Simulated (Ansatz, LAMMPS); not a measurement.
# Molecular dynamics of glassy 62P2O5-14Al2O3-24BaO (mol %) (160 atoms)

Wanted: a short trajectory of glassy 62P2O5-14Al2O3-24BaO (mol %) (160 atoms) with its pair distributions.

Main program and level: Ansatz 0.2.0; Kohn-Sham DFT, PBE, PAW (set soft_2), plane waves.

**1. Starting point**

The cell holds 160 atoms: 36 P, 8 Al, 7 Ba and 109 O. Its edges and angles: a = 13.256 Å, b = 13.256 Å, c = 13.256 Å, α = 90.0°, β = 90.0°, γ = 90.0°. 160 atoms (36 P, 8 Al, 7 Ba, 109 O) placed at random at 2.92 g/cm³, melted at 4000 K for 10 ps at fixed volume with the Morse and Coulomb pair potential with partial charges (Pedone, Malavasi, Menziani, Cormack and Segre, J. Phys. Chem. B 110, 11780 (2006)). Quenched from 4000 K to 300 K at 30 K/ps and fixed volume, held 10 ps at zero pressure.

Before any run, some limits are plain. The quench rate of 30 K/ps far exceeds what a furnace or splat quench reaches, so expect more defects and frozen-in strain than in a real sample. The network of bonds at the start is that of the classical potential that made the cell, and needn't be the one that DFT or experiment would give. The Brillouin zone is sampled at Γ only, in a cell whose shortest periodic width is 13 Å. No spin–orbit coupling is included, so levels derived from the heavy atoms are approximate.

**2. Dynamics started at 600 K**

A Nosé–Hoover thermostat steers the temperature while disturbing the dynamics little. The time step is 1.0 fs.

Input file input.yaml:

```yaml
crystal:
  lattice:
    - [13.25568, 0.0, 0.0]
    - [0.0, 13.25568, 0.0]
    - [0.0, 0.0, 13.25568]
  atoms:
    - { symbol: P, position: [0.29581, 0.15165, 0.53444] }
    - { symbol: P, position: [0.02891, 0.04306, 0.30856] }
    - { symbol: P, position: [0.40952, 0.94753, 0.79918] }
    - { symbol: P, position: [0.08782, 0.94045, 0.78257] }
    [... 150 atom lines left out ...]
    - { symbol: O, position: [0.76765, 0.27241, 0.72763] }
    - { symbol: O, position: [0.98599, 0.86212, 0.50872] }
    - { symbol: O, position: [0.6931, 0.63195, 0.90029] }
    - { symbol: O, position: [0.83775, 0.36471, 0.59026] }
    - { symbol: O, position: [0.20499, 0.60996, 0.37248] }
    - { symbol: O, position: [0.30669, 0.29085, 0.89168] }
kpoints:
  mp_grid: { grid: [1, 1, 1] }
hamiltonian:
  xc: pbe
scf:
  occupations: { method: gaussian, width: 0.05 }
output:
  forces: true
  stress: true
md:
  timestep: 1.0
  n_steps: 63
  ensemble: nvt_nose_hoover
  temperature: 600
  initial_velocities: maxwell_boltzmann
  seed: 7980
```

Run with:

```sh
$ ansatz run input.yaml --threads 4 --pin off --max-ram 8192MiB --backend cpu --events-out ev --progress --plain --runs-dir out
```

Elapsed: 22 min, on 4 threads of Intel Xeon Platinum 8259CL at 2.50GHz (Skylake/Cascade Lake), shared host; peak memory 4.2 GiB; 86 min of CPU time.

The program notes that the SCF threshold is loose for the stress and it switched symmetry off.

Rows from the run:

| time (fs) | T (K) | potential (meV/atom) | conserved (meV/atom) |
| --- | --- | --- | --- |
| 0.0 | 600 | 0.0 | 0.00 |
| 4.0 | 638 | -4.8 | 0.00 |
| 8.0 | 732 | -17.1 | -0.06 |
| 13.0 | 787 | -24.2 | -0.06 |
| 17.0 | 758 | -20.7 | -0.06 |
| 21.0 | 675 | -10.3 | -0.03 |
| 25.0 | 581 | 1.6 | 0.01 |
| 29.0 | 539 | 6.7 | 0.03 |
| 34.0 | 618 | -3.7 | -0.01 |
| 38.0 | 712 | -16.1 | -0.06 |
| 42.0 | 761 | -22.8 | -0.04 |
| 46.0 | 785 | -26.3 | -0.07 |
| 50.0 | 758 | -23.5 | -0.06 |
| 55.0 | 698 | -16.5 | 0.01 |
| 59.0 | 746 | -23.3 | -0.02 |
| 63.0 | 826 | -34.5 | -0.09 |

Mean square displacement from the first frame to the last: P 0.039 Å², Al 0.042 Å², Ba 0.053 Å², O 0.093 Å².

Table of mean square displacement by time lag:

| time lag (fs) | Al (Å²) | Ba (Å²) | O (Å²) | P (Å²) |
| --- | --- | --- | --- | --- |
| 1.0 | 5.2e-5 | 1.6e-5 | 1.0e-4 | 6.3e-5 |
| 2.0 | 2.1e-4 | 6.3e-5 | 4.2e-4 | 2.5e-4 |
| 3.0 | 4.6e-4 | 1.4e-4 | 9.3e-4 | 5.6e-4 |
| 4.0 | 8.1e-4 | 2.5e-4 | 0.00164 | 9.9e-4 |
| 6.0 | 0.00178 | 5.7e-4 | 0.00362 | 0.00217 |
| 7.0 | 0.00239 | 7.7e-4 | 0.00486 | 0.00290 |
| 8.0 | 0.00308 | 0.00101 | 0.00625 | 0.00373 |
| 10.0 | 0.00464 | 0.00158 | 0.00942 | 0.00560 |
| 11.0 | 0.00551 | 0.00191 | 0.0112 | 0.00663 |
| 12.0 | 0.00642 | 0.00228 | 0.0130 | 0.00770 |
| 13.0 | 0.00738 | 0.00267 | 0.0149 | 0.00881 |
| 15.0 | 0.00937 | 0.00356 | 0.0188 | 0.0111 |
| 16.0 | 0.0104 | 0.00405 | 0.0209 | 0.0123 |
| 17.0 | 0.0114 | 0.00458 | 0.0229 | 0.0134 |
| 19.0 | 0.0136 | 0.00571 | 0.0270 | 0.0157 |
| 20.0 | 0.0146 | 0.00633 | 0.0290 | 0.0169 |
| 21.0 | 0.0157 | 0.00697 | 0.0310 | 0.0180 |
| 22.0 | 0.0167 | 0.00765 | 0.0329 | 0.0191 |
| 24.0 | 0.0188 | 0.00909 | 0.0367 | 0.0212 |
| 25.0 | 0.0198 | 0.00985 | 0.0385 | 0.0222 |
| 26.0 | 0.0208 | 0.0106 | 0.0403 | 0.0232 |
| 28.0 | 0.0228 | 0.0123 | 0.0437 | 0.0250 |
| 29.0 | 0.0238 | 0.0132 | 0.0454 | 0.0259 |
| 30.0 | 0.0247 | 0.0141 | 0.0470 | 0.0267 |
| 32.0 | 0.0266 | 0.0159 | 0.0501 | 0.0282 |

Over the second half of 63 fs the temperature averages 730 K, rising from about 653 to 760 K (means over the first and last quarter of that half). The conserved energy stays within 0.09 meV/atom. From first frame to last O has the largest mean square displacement, 0.093 Å² at the end; the farthest move is 0.73 Å. The mean temperature of 730 K lies well off the 600 K of the input, so the thermostat hasn't yet brought the run to equilibrium. The run spans 0.06 ps, too short for its means to be equilibrium values.

**3. Local order late in the run**

The g(r) is a mean over the second half; what follows it is taken at the last frame.

Density 2.88 g/cm³, 14.56 Å³ an atom.

Mean of 17 frames. g(r), total and by pair (bins of 0.2 Å):

| r (Å) | total | O-O | O-P | O-Al | O-Ba | P-P | P-Al |
| --- | --- | --- | --- | --- | --- | --- | --- |
| 1.40 | 0.93 | 0.00 | 3.02 | 0.00 | 0.00 | 0.00 | 0.00 |
| 1.60 | 3.11 | 0.00 | 10.01 | 0.58 | 0.00 | 0.00 | 0.00 |
| 1.80 | 0.76 | 0.00 | 0.78 | 7.66 | 0.00 | 0.00 | 0.00 |
| 2.00 | 0.19 | 0.00 | 0.09 | 2.42 | 0.00 | 0.00 | 0.00 |
| 2.20 | 0.09 | 0.06 | 0.05 | 0.68 | 0.00 | 0.00 | 0.00 |
| 2.40 | 0.93 | 1.95 | 0.03 | 0.00 | 0.28 | 0.00 | 0.00 |
| 2.60 | 1.75 | 3.42 | 0.02 | 0.00 | 2.69 | 0.00 | 0.00 |
| 2.80 | 0.77 | 1.27 | 0.06 | 0.00 | 2.35 | 0.28 | 0.17 |
| 3.00 | 0.66 | 0.73 | 0.23 | 0.00 | 1.25 | 2.44 | 2.16 |
| 3.20 | 0.80 | 0.68 | 0.52 | 0.48 | 0.63 | 2.10 | 5.91 |
| 3.40 | 0.78 | 0.72 | 0.77 | 0.95 | 0.86 | 0.45 | 2.20 |
| 3.60 | 0.83 | 0.72 | 1.10 | 1.08 | 0.31 | 0.19 | 0.92 |
| 3.80 | 1.12 | 0.67 | 1.98 | 1.23 | 0.36 | 0.38 | 0.07 |
| 4.00 | 1.23 | 0.76 | 2.00 | 1.81 | 1.06 | 0.53 | 0.23 |
| 4.20 | 1.15 | 0.95 | 1.27 | 2.12 | 0.77 | 1.42 | 0.42 |
| 4.40 | 1.07 | 0.98 | 0.98 | 1.98 | 0.98 | 1.25 | 1.11 |
| 4.60 | 1.04 | 1.20 | 0.77 | 0.77 | 1.21 | 1.20 | 1.26 |
| 4.80 | 1.08 | 1.31 | 0.80 | 0.64 | 1.39 | 1.27 | 1.13 |
| 5.00 | 1.16 | 1.44 | 0.79 | 0.58 | 1.48 | 1.46 | 1.16 |
| 5.20 | 1.00 | 1.04 | 0.81 | 0.79 | 1.41 | 1.42 | 1.41 |
| 5.40 | 0.95 | 0.98 | 0.86 | 0.76 | 1.20 | 0.98 | 1.38 |
| 5.60 | 0.96 | 0.94 | 0.99 | 0.83 | 1.00 | 1.17 | 1.38 |
| 5.80 | 0.91 | 0.84 | 1.08 | 1.12 | 0.60 | 0.66 | 0.85 |
| 6.00 | 0.93 | 0.85 | 1.11 | 1.20 | 0.63 | 0.53 | 0.99 |
| 6.20 | 1.02 | 0.92 | 1.24 | 1.05 | 0.78 | 0.58 | 0.53 |
| 6.40 | 0.96 | 0.84 | 1.06 | 1.33 | 0.94 | 0.97 | 0.66 |

Bonds by pair of elements; cutoffs follow the first minimum of g(r), held within bounds set by covalent radii, and pairs that aren't listed don't count as bonded:

| pair A-B | cutoff (Å) | bonds | mean length (Å) | spread (Å) | shortest (Å) | B about A | A about B |
| --- | --- | --- | --- | --- | --- | --- | --- |
| O-P | 2.11 | 145 | 1.56 | 0.077 | 1.43 | 1.33 | 4.03 |
| O-Al | 2.49 | 37 | 1.86 | 0.117 | 1.70 | 0.339 | 4.62 |
| O-Ba | 3.29 | 45 | 2.81 | 0.221 | 2.40 | 0.413 | 6.43 |

The cutoff for O-Ba falls short of the minimum of g(r), so counts run low and odd coordinations can be artefacts.

How many atoms have how many bonded neighbours:

| element | mean | 1 | 2 | 3 | 4 | 5 | 6 | 7 | 8 |
| --- | --- | --- | --- | --- | --- | --- | --- | --- | --- |
| Al | 4.62 | 0 | 0 | 0 | 3 | 5 | 0 | 0 | 0 |
| Ba | 6.43 | 0 | 0 | 0 | 0 | 1 | 3 | 2 | 1 |
| O | 2.08 | 6 | 89 | 13 | 1 | 0 | 0 | 0 | 0 |
| P | 4.03 | 0 | 0 | 0 | 35 | 1 | 0 | 0 | 0 |

Bond angles, per cent of each kind in bins of 5°:

| angle (°) | O-P-O | O-Ba-O | O-Al-O | Ba-O-P | Al-O-P |
| --- | --- | --- | --- | --- | --- |
| 50–55 | 0.0 | 1.6 | 0.0 | 0.0 | 0.0 |
| 55–60 | 0.0 | 2.4 | 0.0 | 0.0 | 0.0 |
| 60–65 | 0.0 | 7.2 | 0.0 | 0.0 | 0.0 |
| 65–70 | 0.0 | 10.4 | 0.0 | 0.0 | 0.0 |
| 70–75 | 0.0 | 7.2 | 0.0 | 0.0 | 0.0 |
| 75–80 | 0.0 | 2.4 | 1.5 | 0.0 | 0.0 |
| 80–85 | 0.5 | 7.2 | 11.8 | 0.0 | 0.0 |
| 85–90 | 0.9 | 8.0 | 7.3 | 2.2 | 0.0 |
| 90–95 | 1.8 | 1.6 | 17.6 | 4.4 | 0.0 |
| 95–100 | 8.6 | 4.0 | 7.3 | 11.1 | 0.0 |
| 100–105 | 13.6 | 5.6 | 11.8 | 0.0 | 0.0 |
| 105–110 | 27.3 | 0.8 | 11.8 | 2.2 | 0.0 |
| 110–115 | 29.5 | 6.4 | 2.9 | 2.2 | 0.0 |
| 115–120 | 12.7 | 2.4 | 7.3 | 4.4 | 0.0 |
| 120–125 | 4.5 | 7.2 | 5.9 | 4.4 | 2.7 |
| 125–130 | 0.0 | 4.8 | 0.0 | 15.6 | 5.4 |
| 130–135 | 0.0 | 4.0 | 1.5 | 15.6 | 8.1 |
| 135–140 | 0.0 | 3.2 | 0.0 | 11.1 | 16.2 |
| 140–145 | 0.0 | 4.8 | 2.9 | 13.3 | 8.1 |
| 145–150 | 0.0 | 4.0 | 0.0 | 4.4 | 18.9 |
| 150–155 | 0.0 | 3.2 | 4.4 | 0.0 | 2.7 |
| 155–160 | 0.0 | 0.0 | 0.0 | 6.7 | 18.9 |
| 160–165 | 0.0 | 0.8 | 0.0 | 2.2 | 2.7 |
| 165–170 | 0.0 | 0.0 | 1.5 | 0.0 | 13.5 |
| 170–175 | 0.5 | 0.8 | 4.4 | 0.0 | 2.7 |

Bond angles (no mean is given where the spread exceeds 20°):

| angle | count | mean (°) | spread (°) |
| --- | --- | --- | --- |
| O-P-O | 220 | 109 | 8.3 |
| O-Ba-O | 125 | - | - |
| O-Al-O | 68 | - | - |
| Ba-O-P | 45 | 128 | 18.7 |
| Al-O-P | 37 | 148 | 12.8 |

Oxygen atoms by the number of network formers (Si, P, Ge, B, Al, As, Ga) bound to them:

| network formers bound to O | O atoms | per cent |
| --- | --- | --- |
| 0 | 0 | 0 |
| 1 | 36 | 33 |
| 2 | 73 | 67 |

Network units: each former by its oxygen neighbours and how many of them bridge to another former:

| former | O neighbours | bridging O | atoms |
| --- | --- | --- | --- |
| P | 4 | 2 | 9 |
| P | 4 | 3 | 18 |
| P | 4 | 4 | 8 |
| P | 5 | 5 | 1 |
| Al | 4 | 4 | 3 |
| Al | 5 | 5 | 5 |

Bond length by coordination (bonds to H left out):

| element | coordination | atoms | mean bond length (Å) |
| --- | --- | --- | --- |
| Al | 4 | 3 | 1.78 |
| Al | 5 | 5 | 1.91 |
| Ba | 5 | 1 | 2.82 |
| Ba | 6 | 3 | 2.80 |
| Ba | 7 | 2 | 2.84 |
| Ba | 8 | 1 | 2.79 |
| O | 1 | 6 | 1.47 |
| O | 2 | 89 | 1.75 |
| O | 3 | 13 | 2.31 |
| O | 4 | 1 | 2.68 |
| P | 4 | 35 | 1.55 |
| P | 5 | 1 | 1.67 |

Rings of the network by King's shortest-path rule, up to 12 atoms, one path for each pair of neighbours; H, halogens, alkali and alkaline-earth atoms are left out, and the last column divides by all other atoms, bonded or not:

| ring size (atoms) | rings | per network atom |
| --- | --- | --- |
| 8 | 4 | 0.026 |
| 10 | 9 | 0.059 |
| 12 | 9 | 0.059 |

For some of the pairs, g(r) has its first main peak near 2.5 Å (O-O), 1.5 Å (O-P), 1.8 Å (O-Al), 2.7 Å (O-Ba), 3.1 Å (P-P) and 3.2 Å (P-Al). The O-P-O angle averages 109° with a spread of 8°. 67 % of the oxygens bridge two formers (P and Al) and 33 % are non-bridging. The commonest P unit has 4 oxygens, 3 of them shared with other formers (18 of 36 atoms). Rings of 10 and 12 atoms are the most common (41 % each of those counted); sizes run from 8 to 12, where the search stops.

**4. Single point at the last frame**

The last frame is solved once more, with the analyses that the dynamics left out.

Input file input.yaml:

```yaml
crystal:
  lattice:
    - [13.25568, 0.0, 0.0]
    - [0.0, 13.25568, 0.0]
    - [0.0, 0.0, 13.25568]
  atoms:
    - { symbol: P, position: [0.28529, 0.14765, 0.53388] }
    - { symbol: P, position: [0.01636, 0.04273, 0.32074] }
    - { symbol: P, position: [0.4065, 0.94977, 0.80976] }
    - { symbol: P, position: [0.09378, 0.94955, 0.78364] }
    [... 150 atom lines left out ...]
    - { symbol: O, position: [0.76641, 0.2755, 0.73705] }
    - { symbol: O, position: [0.9883, 0.85802, 0.49276] }
    - { symbol: O, position: [0.70467, 0.63975, 0.89474] }
    - { symbol: O, position: [0.85866, 0.33276, 0.59069] }
    - { symbol: O, position: [0.19175, 0.59835, 0.3772] }
    - { symbol: O, position: [0.31311, 0.29329, 0.90123] }
kpoints:
  mp_grid: { grid: [1, 1, 1] }
hamiltonian:
  xc: pbe
scf:
  occupations: { method: gaussian, width: 0.05 }
output:
  forces: true
  stress: true
  populations: true
  dos:
    method: { smearing: { sigma: 0.08 } }
    de: 0.1
    projected: { site_lists: { Al: [Al], Ba: [Ba], O: [O], P: [P] } }
  eigenvalues: true
  write_density: true
  write_potential: true
  volumetric_format: npy
  elf: true
```

Elapsed: 67 s, on 4 threads; peak memory 3.8 GiB.

Read from the output:

| Quantity | Value |
| --- | --- |
| free energy | -135087.3839 eV |
| free energy per atom | -844.2961 eV/atom |
| SCF cycles | 10 |
| pressure | 0.331 GPa |
| r.m.s. force component | 1.246 eV/Å |
| longest force | 5.732 eV/Å |
| Fermi energy | 5.558 eV |
| gap (highest filled to lowest empty level) | 2.12 eV |
| spilling of the projection | 0.01684 |

Length of the force by element:

| element | coordination | atoms | mean length of the force (eV/Å) | spread | least | most |
| --- | --- | --- | --- | --- | --- | --- |
| Al | all | 8 | 1.74 | 0.550 | 1.13 | 2.66 |
| Ba | all | 7 | 0.817 | 0.282 | 0.212 | 1.13 |
| O | all | 109 | 1.65 | 0.856 | 0.281 | 5.73 |
| P | all | 36 | 2.80 | 1.21 | 0.201 | 5.22 |

Löwdin charges by element (they lack the spilled electrons, 0.098 e an atom on average):

| element | coordination | atoms | mean charge (e) | spread | least | most |
| --- | --- | --- | --- | --- | --- | --- |
| Al | all | 8 | 1.37 | 0.0418 | 1.31 | 1.45 |
| Ba | all | 7 | 1.82 | 0.0149 | 1.80 | 1.85 |
| O | all | 109 | -0.800 | 0.0716 | -0.980 | -0.694 |
| P | all | 36 | 2.20 | 0.0467 | 2.10 | 2.29 |

States in the cell by windows of 1 eV, zero at the Fermi level; the larger projections on atomic orbitals stand beside the total:

| from (eV) | to (eV) | total | O p | P p | O s | Ba p |
| --- | --- | --- | --- | --- | --- | --- |
| -18 | -17 | 1.5 | 0.1 | 0.3 | 1.2 | 0.0 |
| -17 | -16 | 1.9 | 1.1 | 0.2 | 0.2 | 0.0 |
| -16 | -15 | 4.1 | 2.4 | 0.6 | 0.5 | 0.0 |
| -15 | -14 | 11.9 | 6.9 | 1.6 | 1.4 | 0.2 |
| -14 | -13 | 32.7 | 9.9 | 2.3 | 1.5 | 16.9 |
| -13 | -12 | 34.4 | 9.8 | 2.5 | 1.2 | 19.2 |
| -12 | -11 | 23.3 | 13.6 | 4.1 | 1.0 | 3.0 |
| -11 | -10 | 20.1 | 13.9 | 2.9 | 0.8 | 0.1 |
| -10 | -9 | 30.1 | 20.7 | 3.5 | 2.5 | 0.1 |
| -9 | -8 | 41.7 | 29.9 | 4.8 | 4.1 | 0.2 |
| -8 | -7 | 68.7 | 53.4 | 6.2 | 5.8 | 0.4 |
| -7 | -6 | 85.4 | 72.3 | 4.7 | 4.2 | 0.4 |
| -6 | -5 | 91.2 | 80.8 | 3.7 | 2.8 | 0.4 |
| -5 | -4 | 94.8 | 87.3 | 2.6 | 1.5 | 0.4 |
| -4 | -3 | 100.2 | 94.5 | 2.2 | 0.7 | 0.2 |
| -3 | -2 | 49.5 | 47.3 | 0.7 | 0.3 | 0.1 |
| -2 | -1 | 5.5 | 5.3 | 0.1 | 0.0 | 0.0 |
| -1 | 0 | 0.5 | 0.5 | 0.0 | 0.0 | 0.0 |
| 0 | 1 | 0.1 | 0.0 | 0.0 | 0.0 | 0.0 |
| 1 | 2 | 4.4 | 0.7 | 0.7 | 0.9 | 0.0 |
| 2 | 3 | 14.9 | 1.7 | 1.9 | 2.2 | 0.0 |
| 3 | 4 | 35.8 | 3.5 | 5.3 | 3.6 | 0.0 |
| 4 | 5 | 69.0 | 7.3 | 14.3 | 5.2 | 0.0 |

The curve was stored every 0.10 eV, coarse against its broadening of 0.08 eV, so these counts are rough.

Between -26 and -18 eV lie 216 more states.

The levels nearest the highest filled one (over half full), pooled over k-points and spins:

| level less the highest filled one (eV) | occupation |
| --- | --- |
| -1.21 | 2 |
| -1.15 | 2 |
| -1.14 | 2 |
| -0.611 | 2 |
| -0.156 | 2 |
| 0 | 2 |
| 2.12 | 0 |
| 2.96 | 0 |
| 3.06 | 0 |
| 3.43 | 0 |
| 3.50 | 0 |
| 3.70 | 0 |

Mean Löwdin charges: Al +1.37, Ba +1.82, O -0.80, P +2.20 e (they miss 1.7 % of the electrons, so they add up to more than the cell's charge).

**5. Outcome**

- mean temperature, second half: 729.6 K
- temperature swing, second half: 59.48 K
- mean pressure, second half: -0.9895 GPa
- slope of the conserved energy against time, by least squares: -0.1764 meV/atom/ps
- free energy per atom: -844.2961 eV/atom
- pressure: 0.331 GPa
- r.m.s. force component: 1.246 eV/Å
- gap (highest filled to lowest empty level): 2.12 eV
- wall time of the 2 DFT runs: 24 min

**Reading.** Over the second half of 63 fs the temperature averages 730 K, rising from about 653 to 760 K (means over the first and last quarter of that half). The conserved energy stays within 0.09 meV/atom. The mean temperature of 730 K lies well off the 600 K of the input, so the thermostat hasn't yet brought the run to equilibrium. The run spans 0.06 ps, too short for its means to be equilibrium values. 67 % of the oxygens bridge two formers (P and Al) and 33 % are non-bridging. The highest filled and lowest empty levels differ by 2.12 eV (at Γ alone); a semilocal functional tends to put such gaps too low. In a disordered cell it changes from sample to sample, and tail or defect levels can set it.

**Limits.** The pressure of a single frame lacks the kinetic term, about 0.69 GPa here.

[Logs are printed without paths, hosts, clocks, repeated set-up lines and the standing remarks that a program may print on its own settings, such as how far it seeks lower states.]

[Hosts, paths, dates, database ids (printed as entryN), source tags and the programs' standing remarks are cut or masked in the printed files.]
